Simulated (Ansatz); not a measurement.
**BaIr2N2: relaxing a made-up structure**

Starting from a made-up structure for BaIr2N2, the aim is the relaxed cell, its shortest contacts and, where a second run follows, its electronic structure.

Program: Ansatz 0.2.0. Level of theory: DFT, r2SCAN, plane-wave PAW, files of the set soft_1, scalar-relativistic, no spin, cell and ions relaxed at zero pressure; PAW set soft_1, in the first sound run; inputs show where later runs differ. Results are calculated unless marked as measured.

**1. Starting point**

Symmetry: I4/mmm, No. 139, tetragonal system. Conventional cell: a = 4.008 Å, b = 4.008 Å, c = 11.328 Å, α = 90.00°, β = 90.00°, γ = 90.00°. Nearest to Ir lie 4 N at 2.15 Å. Nearest to Ba lie 8 Ir at 3.47 Å and 10 N at 3.50 to 3.60 Å. N has 4 Ir at 2.15 Å and 5 Ba at 3.50 to 3.60 Å nearest. Farther neighbours and most contacts between anions are not listed.

Coordinates:

```
Ir Ba N
1.0
    -2.00400    2.00400    5.66400
     2.00400   -2.00400    5.66400
     2.00400    2.00400   -5.66400
Ir Ba N
2 1 2
Direct
  0.25000 0.75000 0.50000
  0.75000 0.25000 0.50000
  0.00000 0.00000 0.00000
  0.68180 0.68180 0.00000
  0.31820 0.31820 0.00000
```

**2. Relaxing cell and atoms**

The guessed cell has no reason to be at equilibrium. It is relaxed with the atoms, within the space group of the guess.

Contents of input.yaml:

```yaml
crystal:
  lattice:
    - [-2.004, 2.004, 5.664]
    - [2.004, -2.004, 5.664]
    - [2.004, 2.004, -5.664]
  atoms:
    - { symbol: Ir, position: [0.25, 0.75, 0.5] }
    - { symbol: Ir, position: [0.75, 0.25, 0.5] }
    - { symbol: Ba, position: [0.0, 0.0, 0.0] }
    - { symbol: "N", position: [0.6818, 0.6818, 0.0] }
    - { symbol: "N", position: [0.3182, 0.3182, 0.0] }
kpoints:
  mp_grid: { grid: [9, 9, 9] }
scf:
  occupations: { method: fermi_dirac, width: 0.05 }
hamiltonian:
  xc: r2scan
  pseudopotentials: { kind: paw, azcp: { folder: soft_1 } }
relax:
  f_tol: 0.015
  max_steps: 70
  cell: {}
output:
  forces: true
  stress: true
```

The run is started by

```
$ ansatz run input.yaml --threads 4 --pin off --max-ram 8192MiB --backend cpu --events-out ev --progress --plain --runs-dir out
```

Numbers of over 12 decimals in the logs are rounded to 6 here.

Output:

```text
basis.fft_grid_basis auto: the FFT boxes are laid along the combinations [[1, 0, 1], [0, 1, 1], [0, 0, 1]] of the cell's own vectors, 4.008, 4.008 and 6.333 Å long. The dense box has 30×30×48 points. Along the cell's own vectors, as sized, it would have 48×48×48, 2.56 times as many. Of the 16 symmetry operations that the crystal satisfies within crystal.symmetry.tolerance (time reversal apart; of a slab, those that k [...]
Engine: ansatz 0.2.0, aarch64-unknown-linux-gnu
Pseudopotentials: kind: paw
Pseudopotential: Ir, paw, valence charge 17, recommended cutoff 500 eV (meta_gga), soft_1/Ir.paw.azcp
Pseudopotential: Ba, paw, valence charge 10, recommended cutoff 500 eV (meta_gga), soft_1/Ba.paw.azcp
Pseudopotential: N, paw, valence charge 5, recommended cutoff 500 eV (meta_gga), soft_1/N.paw.azcp
Functional definition: r2SCAN
  parameter k0 = 0.174
  parameter k1 = 0.065
  parameter a1 = 4.9479
  exchange = r2scan_x(k0 = k0, k1 = k1, a1 = a1)
  correlation = r2scan_c
Crystal: 5 atoms, lattice volume = 90.987 Å³
Basis set: ecut = 500 eV, 2357 PW (Γ), FFT grids on a1+a3, a2+a3, a3, exchange–correlation on 120×120×192 points (64 copies of the dense FFT grid, shifted against one another)
Bands: 33, of which v1, the nominal top of the filled ones, is band 27 counted from 1 (26 counted from 0)
Symmetry: 16 space group operations
Space group: I4/mmm (ITA 139), of the structure as read, at distance tolerance 4.5e-5 Å
k-points: 75 of 729
Non-local potential: Ir, projectors of the file, l = 0: 3, l = 1: 2, l = 2: 2, l = 3: 1
Non-local potential: Ba, projectors of the file, l = 0: 3, l = 1: 2, l = 2: 2, l = 3: 2
Non-local potential: N, projectors of the file, l = 0: 2, l = 1: 2, l = 2: 1
PAW form: soft (Blöchl's): semilocal exchange-correlation on the pseudo side does not see the compensation charge
PAW frozen core: Ir, regenerated for the run's functional (the file was generated under x = pbe(κ = 0.804, μ = 0.219515), c = pbe(β = 0.066725))
PAW frozen core: Ba, regenerated for the run's functional (the file was generated under x = pbe(κ = 0.804, μ = 0.219515), c = pbe(β = 0.066725))
PAW frozen core: N, regenerated for the run's functional (the file was generated under x = pbe(κ = 0.804, μ = 0.219515), c = pbe(β = 0.066725))
PAW one-centre angular grid: Ir, 590 points (default); XC on 160 Gauss nodes
PAW one-centre angular grid: Ba, 302 points (default); XC on 160 Gauss nodes
PAW one-centre angular grid: N, 302 points (default); XC on 160 Gauss nodes
Initial density: superposition of atomic densities (chi_scale 0.1, normalization cell, long waves kept (reshape's long-wave potential 0.07 eV rms))
Initial wavefunctions: pseudopotential atomic-orbital guess
Functional: x = r2scan, c = r2scan; τ floored in thin density (d = 2e-4 eV/Å³)
SCF iter   1: F=—  HF=-30634.891175 eV  |F-HF|=—  |Δ(HF+E_count)|=         —  Δρ=9.40e-2  dr2=2.43e1  dr2_τ=3.16e-1  ethr=3.10e-3  ⟨swp⟩=8.8  Hψ=12077  notcnv=0
preconditioner: auto → Kerker (q_TF=auto, 2.501 Å⁻¹)  [metal: Δε(μ)=0.025 eV  Ē_g=8.856 eV  σ=0.050 eV  W_gap=0.12  n_scr=32 (ndim 8)  ℏωp=23.4 eV  f_vac=0.000  D(μ)=3.49/eV (n_scr^D=32)]
SCF iter   2: F=—  HF=-30631.968992 eV  |F-HF|=—  |Δ(HF+E_count)|=    2.92e0  Δρ=3.21e-2  dr2=1.13e0  dr2_τ=4.27e-1  ethr=3.10e-3  ⟨swp⟩=3.4  Hψ=5218  notcnv=0
SCF iter   3: F=—  HF=-30632.064813 eV  |F-HF|=—  |Δ(HF+E_count)|=   9.58e-2  Δρ=1.68e-2  dr2=3.82e-1  dr2_τ=1.68e-2  ethr=2.09e-3  ⟨swp⟩=2.8  Hψ=3902  notcnv=0
SCF iter   4: F=—  HF=-30632.036468 eV  |F-HF|=—  |Δ(HF+E_count)|=   2.83e-2  Δρ=9.10e-3  dr2=9.16e-2  dr2_τ=1.93e-2  ethr=7.07e-4  ⟨swp⟩=2.8  Hψ=4504  notcnv=0
SCF iter   5: F=—  HF=-30632.025980 eV  |F-HF|=—  |Δ(HF+E_count)|=   1.05e-2  Δρ=2.93e-3  dr2=8.45e-3  dr2_τ=4.41e-4  ethr=1.70e-4  ⟨swp⟩=2.3  Hψ=4130  notcnv=0
SCF iter   6: F=—  HF=-30632.027950 eV  |F-HF|=—  |Δ(HF+E_count)|=   1.97e-3  Δρ=6.75e-4  dr2=9.56e-4  dr2_τ=4.04e-5  ethr=1.56e-5  ⟨swp⟩=2.0  Hψ=4506  notcnv=0
SCF iter   7: F=—  HF=-30632.028092 eV  |F-HF|=—  |Δ(HF+E_count)|=   1.42e-4  Δρ=2.85e-4  dr2=3.26e-4  dr2_τ=6.85e-6  ethr=1.77e-6  ⟨swp⟩=2.3  Hψ=3408  notcnv=0
SCF iter   8: F=—  HF=-30632.028069 eV  |F-HF|=—  |Δ(HF+E_count)|=   2.32e-5  Δρ=9.46e-5  dr2=3.04e-5  dr2_τ=4.03e-7  ethr=6.05e-7  ⟨swp⟩=1.8  Hψ=2740  notcnv=0
SCF iter   9: F=—  HF=-30632.028072 eV  |F-HF|=—  |Δ(HF+E_count)|=   3.13e-6  Δρ=2.63e-5  dr2=6.62e-7  dr2_τ=2.64e-8  ethr=5.64e-8  ⟨swp⟩=2.0  Hψ=3387  notcnv=0
SCF iter  10: F=-30632.028072 eV  HF=-30632.028072 eV  |F-HF|=1.19e-8  |Δ(HF+E_count)|=   4.30e-7  Δρ=5.73e-6  dr2=3.70e-8  dr2_τ=3.94e-9  ethr=1.85e-10  ⟨swp⟩=4.8  Hψ=8638  notcnv=0
SCF 1 converged in 10 iterations: F = -30632.028072 eV  dr2 = 3.70e-8
  greatest PAW one-centre occupation: 1.000 electrons in one spin orbital (limit 2), on the Ir atom at site 1 (counted from 0), in its partial waves of l = 0
relax step   1: F+E_penalty+E_count = -30632.02807236 eV  Δ(F+E_penalty+E_count) = +0.000e0 eV  max|allowed force component| = 8.839e-1 eV/Å  Δτ_max = 0.0000 Å  P = -7.815 GPa  Ω = 90.987 Å³  (10 SCF iters, dr2 threshold 1.00e-7 eV, accepted)
Crystal: 5 atoms, lattice volume = 85.054 Å³
Basis set: ecut = 500 eV, 2155 PW (Γ), FFT grids on a1+a3, a2+a3, a3, exchange–correlation on 120×120×192 points (64 copies of the dense FFT grid, shifted against one another)
Initial density: handed on by an earlier stage of this run
Initial wavefunctions: those handed on with the density
iter 1 solved again at ethr=2.54e-4 eV; its pass at ethr=3.10e-3 eV (dr2=1.37e-1 eV) is discarded
SCF iter   1: F=—  HF=-30631.989258 eV  |F-HF|=—  |Δ(HF+E_count)|=         —  Δρ=1.03e-2  dr2=1.39e-1  dr2_τ=2.97e-1  ethr=2.54e-4  ⟨swp⟩=1.0  Hψ=13556  notcnv=0
preconditioner: auto → LDOS  [metal: Δε(μ)=0.083 eV  Ē_g=9.409 eV  σ=0.050 eV  W_gap=0.39  n_scr=32 (ndim 8)  ℏωp=24.2 eV  f_vac=0.031  D(μ)=2.10/eV (n_scr^D=10)  β→1.0]
SCF iter   2: F=—  HF=-30632.266351 eV  |F-HF|=—  |Δ(HF+E_count)|=   2.77e-1  Δρ=5.27e-3  dr2=3.40e-2  dr2_τ=9.92e-3  ethr=2.54e-4  ⟨swp⟩=3.0  Hψ=4564  notcnv=0
SCF iter   3: F=—  HF=-30632.259530 eV  |F-HF|=—  |Δ(HF+E_count)|=   6.82e-3  Δρ=1.13e-3  dr2=1.11e-3  dr2_τ=1.78e-4  ethr=6.29e-5  ⟨swp⟩=2.0  Hψ=4052  notcnv=0
SCF iter   4: F=—  HF=-30632.259470 eV  |F-HF|=—  |Δ(HF+E_count)|=   6.06e-5  Δρ=2.41e-4  dr2=2.43e-5  dr2_τ=1.42e-5  ethr=2.06e-6  ⟨swp⟩=2.0  Hψ=3457  notcnv=0
SCF iter   5: F=—  HF=-30632.259472 eV  |F-HF|=—  |Δ(HF+E_count)|=   2.01e-6  Δρ=3.83e-5  dr2=6.50e-7  dr2_τ=1.44e-7  ethr=4.50e-8  ⟨swp⟩=2.0  Hψ=3835  notcnv=0
SCF iter   6: F=-30632.259472 eV  HF=-30632.259472 eV  |F-HF|=5.24e-9  |Δ(HF+E_count)|=   4.92e-7  Δρ=8.63e-6  dr2=4.66e-8  dr2_τ=6.11e-9  ethr=9.26e-10  ⟨swp⟩=4.0  Hψ=8251  notcnv=0
SCF 2 converged in 6 iterations: F = -30632.259472 eV  dr2 = 4.66e-8
relax step   2: F+E_penalty+E_count = -30632.25947214 eV  Δ(F+E_penalty+E_count) = -2.314e-1 eV  max|allowed force component| = 3.955e-1 eV/Å  Δτ_max = 0.0252 Å  P = -0.074 GPa  Ω = 85.054 Å³  energy of the carried Pulay correction = +1.373e-3 eV  (6 SCF iters, dr2 threshold 5.00e-7 eV, accepted)
Crystal: 5 atoms, lattice volume = 85.896 Å³
Basis set: ecut = 500 eV, 2163 PW (Γ), FFT grids on a1+a3, a2+a3, a3, exchange–correlation on 120×120×192 points (64 copies of the dense FFT grid, shifted against one another)
iter 1 solved again at ethr=2.50e-4 eV; its pass at ethr=3.10e-3 eV (dr2=1.35e-1 eV) is discarded
SCF iter   1: F=—  HF=-30632.217337 eV  |F-HF|=—  |Δ(HF+E_count)|=         —  Δρ=1.62e-2  dr2=1.35e-1  dr2_τ=3.12e-1  ethr=2.50e-4  ⟨swp⟩=1.1  Hψ=12801  notcnv=0
preconditioner: auto → LDOS  [metal: Δε(μ)=0.022 eV  Ē_g=9.382 eV  σ=0.050 eV  W_gap=0.11  n_scr=32 (ndim 8)  ℏωp=24.0 eV  f_vac=0.045  D(μ)=2.56/eV (n_scr^D=14)  β→1.0]
SCF iter   2: F=—  HF=-30632.278313 eV  |F-HF|=—  |Δ(HF+E_count)|=   6.10e-2  Δρ=5.01e-3  dr2=1.28e-2  dr2_τ=7.42e-3  ethr=2.49e-4  ⟨swp⟩=2.8  Hψ=4345  notcnv=0
SCF iter   3: F=—  HF=-30632.275172 eV  |F-HF|=—  |Δ(HF+E_count)|=   3.14e-3  Δρ=7.89e-4  dr2=4.65e-4  dr2_τ=9.85e-5  ethr=2.37e-5  ⟨swp⟩=2.0  Hψ=4253  notcnv=0
SCF iter   4: F=—  HF=-30632.275118 eV  |F-HF|=—  |Δ(HF+E_count)|=   5.38e-5  Δρ=2.84e-4  dr2=9.44e-5  dr2_τ=1.38e-5  ethr=8.62e-7  ⟨swp⟩=2.0  Hψ=3781  notcnv=0
SCF iter   5: F=—  HF=-30632.275104 eV  |F-HF|=—  |Δ(HF+E_count)|=   1.36e-5  Δρ=5.79e-5  dr2=1.38e-6  dr2_τ=3.91e-7  ethr=1.75e-7  ⟨swp⟩=2.0  Hψ=3200  notcnv=0
SCF iter   6: F=-30632.275105 eV  HF=-30632.275105 eV  |F-HF|=4.87e-9  |Δ(HF+E_count)|=   5.19e-7  Δρ=1.46e-5  dr2=9.40e-8  dr2_τ=4.94e-9  ethr=9.26e-10  ⟨swp⟩=4.4  Hψ=8324  notcnv=0
SCF 3 converged in 6 iterations: F = -30632.275105 eV  dr2 = 9.40e-8
relax step   3: F+E_penalty+E_count = -30632.27510485 eV  Δ(F+E_penalty+E_count) = -1.563e-2 eV  max|allowed force component| = 2.130e-1 eV/Å  Δτ_max = 0.0954 Å  P = -0.155 GPa  Ω = 85.896 Å³  energy of the carried Pulay correction = +1.173e-3 eV  (6 SCF iters, dr2 threshold 5.00e-7 eV, accepted)
Crystal: 5 atoms, lattice volume = 85.597 Å³
iter 1 solved again at ethr=3.51e-5 eV; its pass at ethr=3.10e-3 eV (dr2=1.89e-2 eV) is discarded
SCF iter   1: F=—  HF=-30632.283970 eV  |F-HF|=—  |Δ(HF+E_count)|=         —  Δρ=5.92e-3  dr2=1.90e-2  dr2_τ=4.17e-2  ethr=3.51e-5  ⟨swp⟩=1.0  Hψ=12207  notcnv=0
preconditioner: auto → LDOS  [metal: Δε(μ)=0.006 eV  Ē_g=9.400 eV  σ=0.050 eV  W_gap=0.03  n_scr=32 (ndim 8)  ℏωp=24.1 eV  f_vac=0.042  D(μ)=1.94/eV (n_scr^D=10)  β→1.0]
SCF iter   2: F=—  HF=-30632.287570 eV  |F-HF|=—  |Δ(HF+E_count)|=   3.60e-3  Δρ=2.04e-3  dr2=3.00e-3  dr2_τ=1.40e-3  ethr=3.51e-5  ⟨swp⟩=2.0  Hψ=4275  notcnv=0
SCF iter   3: F=—  HF=-30632.286904 eV  |F-HF|=—  |Δ(HF+E_count)|=   6.66e-4  Δρ=2.61e-4  dr2=2.64e-5  dr2_τ=2.74e-6  ethr=5.56e-6  ⟨swp⟩=2.0  Hψ=3745  notcnv=0
SCF iter   4: F=—  HF=-30632.286902 eV  |F-HF|=—  |Δ(HF+E_count)|=   1.88e-6  Δρ=4.74e-5  dr2=1.40e-6  dr2_τ=2.75e-7  ethr=4.90e-8  ⟨swp⟩=2.0  Hψ=3820  notcnv=0
SCF iter   5: F=-30632.286902 eV  HF=-30632.286902 eV  |F-HF|=1.91e-7  |Δ(HF+E_count)|=   1.53e-8  Δρ=1.41e-5  dr2=2.44e-7  dr2_τ=3.66e-8  ethr=9.26e-10  ⟨swp⟩=4.9  Hψ=8422  notcnv=0
SCF 4 converged in 5 iterations: F = -30632.286902 eV  dr2 = 2.44e-7
relax step   4: F+E_penalty+E_count = -30632.28690187 eV  Δ(F+E_penalty+E_count) = -1.180e-2 eV  max|allowed force component| = 2.823e-2 eV/Å  Δτ_max = 0.0343 Å  P = +0.025 GPa  Ω = 85.597 Å³  energy of the carried Pulay correction = +1.244e-3 eV  (5 SCF iters, dr2 threshold 5.00e-7 eV, accepted)
Crystal: 5 atoms, lattice volume = 85.567 Å³
iter 1 solved again at ethr=6.09e-7 eV; its pass at ethr=3.10e-3 eV (dr2=3.29e-4 eV) is discarded
SCF iter   1: F=—  HF=-30632.287012 eV  |F-HF|=—  |Δ(HF+E_count)|=         —  Δρ=7.75e-4  dr2=3.22e-4  dr2_τ=6.59e-4  ethr=6.09e-7  ⟨swp⟩=2.0  Hψ=10285  notcnv=0
preconditioner: auto → LDOS  [metal: Δε(μ)=0.063 eV  Ē_g=9.398 eV  σ=0.050 eV  W_gap=0.29  n_scr=32 (ndim 8)  ℏωp=24.1 eV  f_vac=0.042  D(μ)=1.95/eV (n_scr^D=10)  β→1.0]
SCF iter   2: F=—  HF=-30632.287033 eV  |F-HF|=—  |Δ(HF+E_count)|=   2.16e-5  Δρ=2.89e-4  dr2=5.33e-5  dr2_τ=2.25e-5  ethr=5.97e-7  ⟨swp⟩=2.0  Hψ=3812  notcnv=0
SCF iter   3: F=—  HF=-30632.287020 eV  |F-HF|=—  |Δ(HF+E_count)|=   1.35e-5  Δρ=4.61e-5  dr2=1.44e-6  dr2_τ=2.00e-7  ethr=9.87e-8  ⟨swp⟩=2.0  Hψ=3805  notcnv=0
SCF iter   4: F=—  HF=-30632.287017 eV  |F-HF|=—  |Δ(HF+E_count)|=   2.63e-6  Δρ=1.55e-5  dr2=3.50e-7  dr2_τ=4.94e-8  ethr=2.66e-9  ⟨swp⟩=2.0  Hψ=3808  notcnv=0
SCF iter   5: F=-30632.287017 eV  HF=-30632.287017 eV  |F-HF|=1.32e-9  |Δ(HF+E_count)|=   6.72e-8  Δρ=2.34e-6  dr2=2.01e-9  dr2_τ=6.46e-10  ethr=9.22e-11  ⟨swp⟩=3.0  Hψ=9858  notcnv=0
SCF 5 converged in 5 iterations: F = -30632.287017 eV  dr2 = 2.01e-9
relax step   5: F+E_penalty+E_count = -30632.28701722 eV  Δ(F+E_penalty+E_count) = -1.154e-4 eV  max|allowed force component| = 6.764e-3 eV/Å  Δτ_max = 0.0046 Å  P = -0.040 GPa  Ω = 85.567 Å³  energy of the carried Pulay correction = +1.251e-3 eV  (5 SCF iters, dr2 threshold 4.98e-8 eV, accepted)
Crystal: 5 atoms, lattice volume = 85.564 Å³
iter 1 solved again at ethr=1.36e-8 eV; its pass at ethr=3.10e-3 eV (dr2=7.34e-6 eV) is discarded
SCF iter   1: F=—  HF=-30632.287022 eV  |F-HF|=—  |Δ(HF+E_count)|=         —  Δρ=1.08e-4  dr2=7.22e-6  dr2_τ=1.41e-5  ethr=1.36e-8  ⟨swp⟩=2.9  Hψ=11645  notcnv=0
preconditioner: auto → LDOS  [metal: Δε(μ)=0.066 eV  Ē_g=9.399 eV  σ=0.050 eV  W_gap=0.31  n_scr=32 (ndim 8)  ℏωp=24.1 eV  f_vac=0.042  D(μ)=1.96/eV (n_scr^D=10)  β→1.0]
SCF iter   2: F=—  HF=-30632.287025 eV  |F-HF|=—  |Δ(HF+E_count)|=   3.11e-6  Δρ=4.26e-5  dr2=1.01e-6  dr2_τ=4.44e-7  ethr=1.34e-8  ⟨swp⟩=2.0  Hψ=3811  notcnv=0
SCF iter   3: F=—  HF=-30632.287025 eV  |F-HF|=—  |Δ(HF+E_count)|=   2.24e-7  Δρ=8.82e-6  dr2=6.47e-8  dr2_τ=4.79e-9  ethr=1.87e-9  ⟨swp⟩=2.0  Hψ=3806  notcnv=0
SCF iter   4: F=—  HF=-30632.287025 eV  |F-HF|=—  |Δ(HF+E_count)|=   8.66e-9  Δρ=3.05e-6  dr2=1.31e-8  dr2_τ=1.43e-9  ethr=1.73e-11  ⟨swp⟩=5.0  Hψ=9297  notcnv=0
SCF iter   5: F=-30632.287025 eV  HF=-30632.287025 eV  |F-HF|=6.55e-11  |Δ(HF+E_count)|=   2.58e-9  Δρ=5.15e-7  dr2=1.89e-10  dr2_τ=7.03e-11  ethr=1.73e-11  ⟨swp⟩=4.0  Hψ=7797  notcnv=0
SCF 6 converged in 5 iterations: F = -30632.287025 eV  dr2 = 1.89e-10
relax step   6: F+E_penalty+E_count = -30632.28702505 eV  Δ(F+E_penalty+E_count) = -7.826e-6 eV  max|allowed force component| = 3.512e-5 eV/Å  Δτ_max = 0.0006 Å  P = -0.001 GPa  Ω = 85.564 Å³  energy of the carried Pulay correction = +1.252e-3 eV  (5 SCF iters, dr2 threshold 9.32e-9 eV, accepted)
Basis set: ecut = 500 eV, 2163 PW (Γ), FFT grids on a1+a3, a2+a3, a3, exchange–correlation on 120×120×180 points (64 copies of the dense FFT grid, shifted against one another)
Initial wavefunctions: pseudopotential atomic-orbital guess (no wavefunctions were taken with the density)
iter 1 solved again at ethr=2.26e-6 eV; its pass at ethr=3.10e-3 eV (dr2=1.22e-3 eV) is discarded
SCF iter   1: F=—  HF=-30632.286085 eV  |F-HF|=—  |Δ(HF+E_count)|=         —  Δρ=9.78e-5  dr2=8.53e-7  dr2_τ=6.97e-6  ethr=2.26e-6  ⟨swp⟩=3.0  Hψ=16718  notcnv=0
eigensolver tolerance schedule: the retry pair's looser diagonalisation over-reported the residual by 1431.89 of it (diagonalisation noise at an unbounded share of the residual, at the tolerance the schedule requests for it); recorded, not acted on — ethr = c·dr2/N_el stays at c = 1.0e-1
preconditioner: auto → LDOS  [metal: Δε(μ)=0.065 eV  Ē_g=9.399 eV  σ=0.050 eV  W_gap=0.31  n_scr=32 (ndim 8)  ℏωp=24.1 eV  f_vac=0.041  D(μ)=1.96/eV (n_scr^D=10)  β→1.0]
SCF iter   2: F=—  HF=-30632.286090 eV  |F-HF|=—  |Δ(HF+E_count)|=   5.44e-6  Δρ=1.11e-5  dr2=5.08e-8  dr2_τ=1.97e-8  ethr=1.58e-9  ⟨swp⟩=2.8  Hψ=4725  notcnv=0
SCF iter   3: F=—  HF=-30632.286090 eV  |F-HF|=—  |Δ(HF+E_count)|=   3.80e-9  Δρ=4.85e-6  dr2=2.48e-8  dr2_τ=3.27e-9  ethr=9.41e-11  ⟨swp⟩=2.0  Hψ=4521  notcnv=0
SCF iter   4: F=—  HF=-30632.286090 eV  |F-HF|=—  |Δ(HF+E_count)|=   5.78e-9  Δρ=5.84e-7  dr2=3.20e-10  dr2_τ=1.64e-10  ethr=4.59e-11  ⟨swp⟩=2.1  Hψ=3419  notcnv=0
SCF iter   5: F=-30632.286090 eV  HF=-30632.286090 eV  |F-HF|=1.46e-11  |Δ(HF+E_count)|=  3.64e-11  Δρ=1.53e-7  dr2=1.04e-11  dr2_τ=3.97e-12  ethr=1.00e-12  ⟨swp⟩=5.0  Hψ=9252  notcnv=0
SCF 7 converged in 5 iterations: F = -30632.286090 eV  dr2 = 1.04e-11
relax step   7: F+E_penalty+E_count = -30632.28609044 eV  Δ(F+E_penalty+E_count) = +9.346e-4 eV  max|allowed force component| = 6.354e-5 eV/Å  Δτ_max = 0.0000 Å  P = -0.002 GPa  Ω = 85.564 Å³  stress off target by 1.16e-2 GPa  SCF on the basis re-selected at this cell (its energy is not comparable with the rows above)  (5 SCF iters)
basis re-selected at this cell: Δ(F+E_penalty+E_count) = +9.346e-4 eV, ΔP = -0.001 GPa vs the last step (what re-selecting the basis moved, of the pressure what is left beyond the Pulay correction that the steps carried, after the strain that the cell walked since its last selection, with what the two solves' SCF thresholds leave and, on support functions, any second-order correction that the steps lacked; it is no measure of the basis error at this ecutwfc). The dense FFT grid was sized anew with the basis: this SCF ran on 30×30×45 points, the steps before it on 30×30×48, so part of this shift can come from that change (see relax.cell in the input reference). [rest of the remark cut]
SCF converged after 5 iterations
Free energy (F): -30632.286090 eV
Harris-Foulkes:  -30632.286090 eV  (|F-HF|=1.46e-11)
Internal energy: -30632.269509 eV  (E = F + TS)
E sigma→0 (E₀):  -30632.277800 eV
Entropy (-TS):   -0.016581 eV (-3.316 meV/atom)
Fermi energy:    14.898037 eV
--- Per-component energies (eV) ---
  E_band       = -513.716631
  E_kinetic    = 1496.809656
  E_local      = -5552.669887  (includes V_loc(G=0)·N_el)
  E_nonlocal   = 548.876385
  E_hartree    = 2239.772117
  E_xc         = -733.039324
  E_vxc        = -865.387579  (∫ρ·V_xc dr)
  E_paw        = -24068.564043  (= ΣΔE_a)
  E_vpaw       = -672.608703  (= ΣTr[D̂ρ^β])
  E_aug_tail   = 0.000419  (compensation charges beyond the density's cutoff)
  E_vtau       = 51.719048  (kinetic-family band-sum trace: ∫τ·v_τ [+ j·A + Jᵃ·Aᵃ] dr)
  E_ewald      = -4562.832039
  E_core_change = -0.622793  (= ΣΔE_core)
  E_smearing   = -0.016581  (= −TS)
  E_closure    = 0.000000  (closes the sum)
  Σ components = -30632.286090   (vs F -30632.286090, Δ=0.00e0)
--- Forces (eV/Å), atoms counted from 1 ---
  atom   1  Ir     0.00000000     0.00000000     0.00000000
  atom   2  Ir     0.00000000     0.00000000     0.00000000
  atom   3  Ba    -0.00000000     0.00000000     0.00000000
  atom   4  N      0.00000000     0.00000000     0.00006354
  atom   5  N      0.00000000     0.00000000    -0.00006354
  max |Σ_I F_I| component: 1.36e-20 eV/Å
--- Stress (GPa, compression-positive) ---
        0.002464       0.000000      -0.000000
        0.000000       0.002464      -0.000000
       -0.000000      -0.000000      -0.011649
  P = ⅓ Tr σ = -0.0022 GPa (-0.022 kbar)
--- Relaxed structure (6 steps of the walk, 6 accepted, 1 SCFs on fresh bases) ---
  F+E_penalty+E_count = -30632.28609044 eV   max|allowed force component| = 6.354e-5 eV/Å   (the final SCF, on the basis selected at the relaxed cell)
  cell:  # Å, volume = 85.5636 Å³
    - [-2.001394, 2.001394, 5.340280]
    - [2.001394, -2.001394, 5.340280]
    - [2.001394, 2.001394, -5.340280]
  atoms:
    - { symbol: Ir, position: [0.250000, 0.750000, 0.500000] }
    - { symbol: Ir, position: [0.750000, 0.250000, 0.500000] }
    - { symbol: Ba, position: [1.3016551505828798e-19, 1.301655150582875e-19, 0] }
    - { symbol: N, position: [0.689061, 0.689061, 0] }
    - { symbol: N, position: [0.310939, 0.310939, 0] }
```

Wall time 49 s (4 threads of Arm Neoverse V1, shared host); peak memory 0.71 GiB.

(Part 1 of 2 ends here.)

[Logs are printed without paths, hosts, clocks, repeated set-up lines and the standing remarks that a program may print on its own settings, such as how far it seeks lower states.]

[Hosts, paths, dates, database ids (printed as entryN), source tags and the programs' standing remarks are cut or masked in the printed files.]
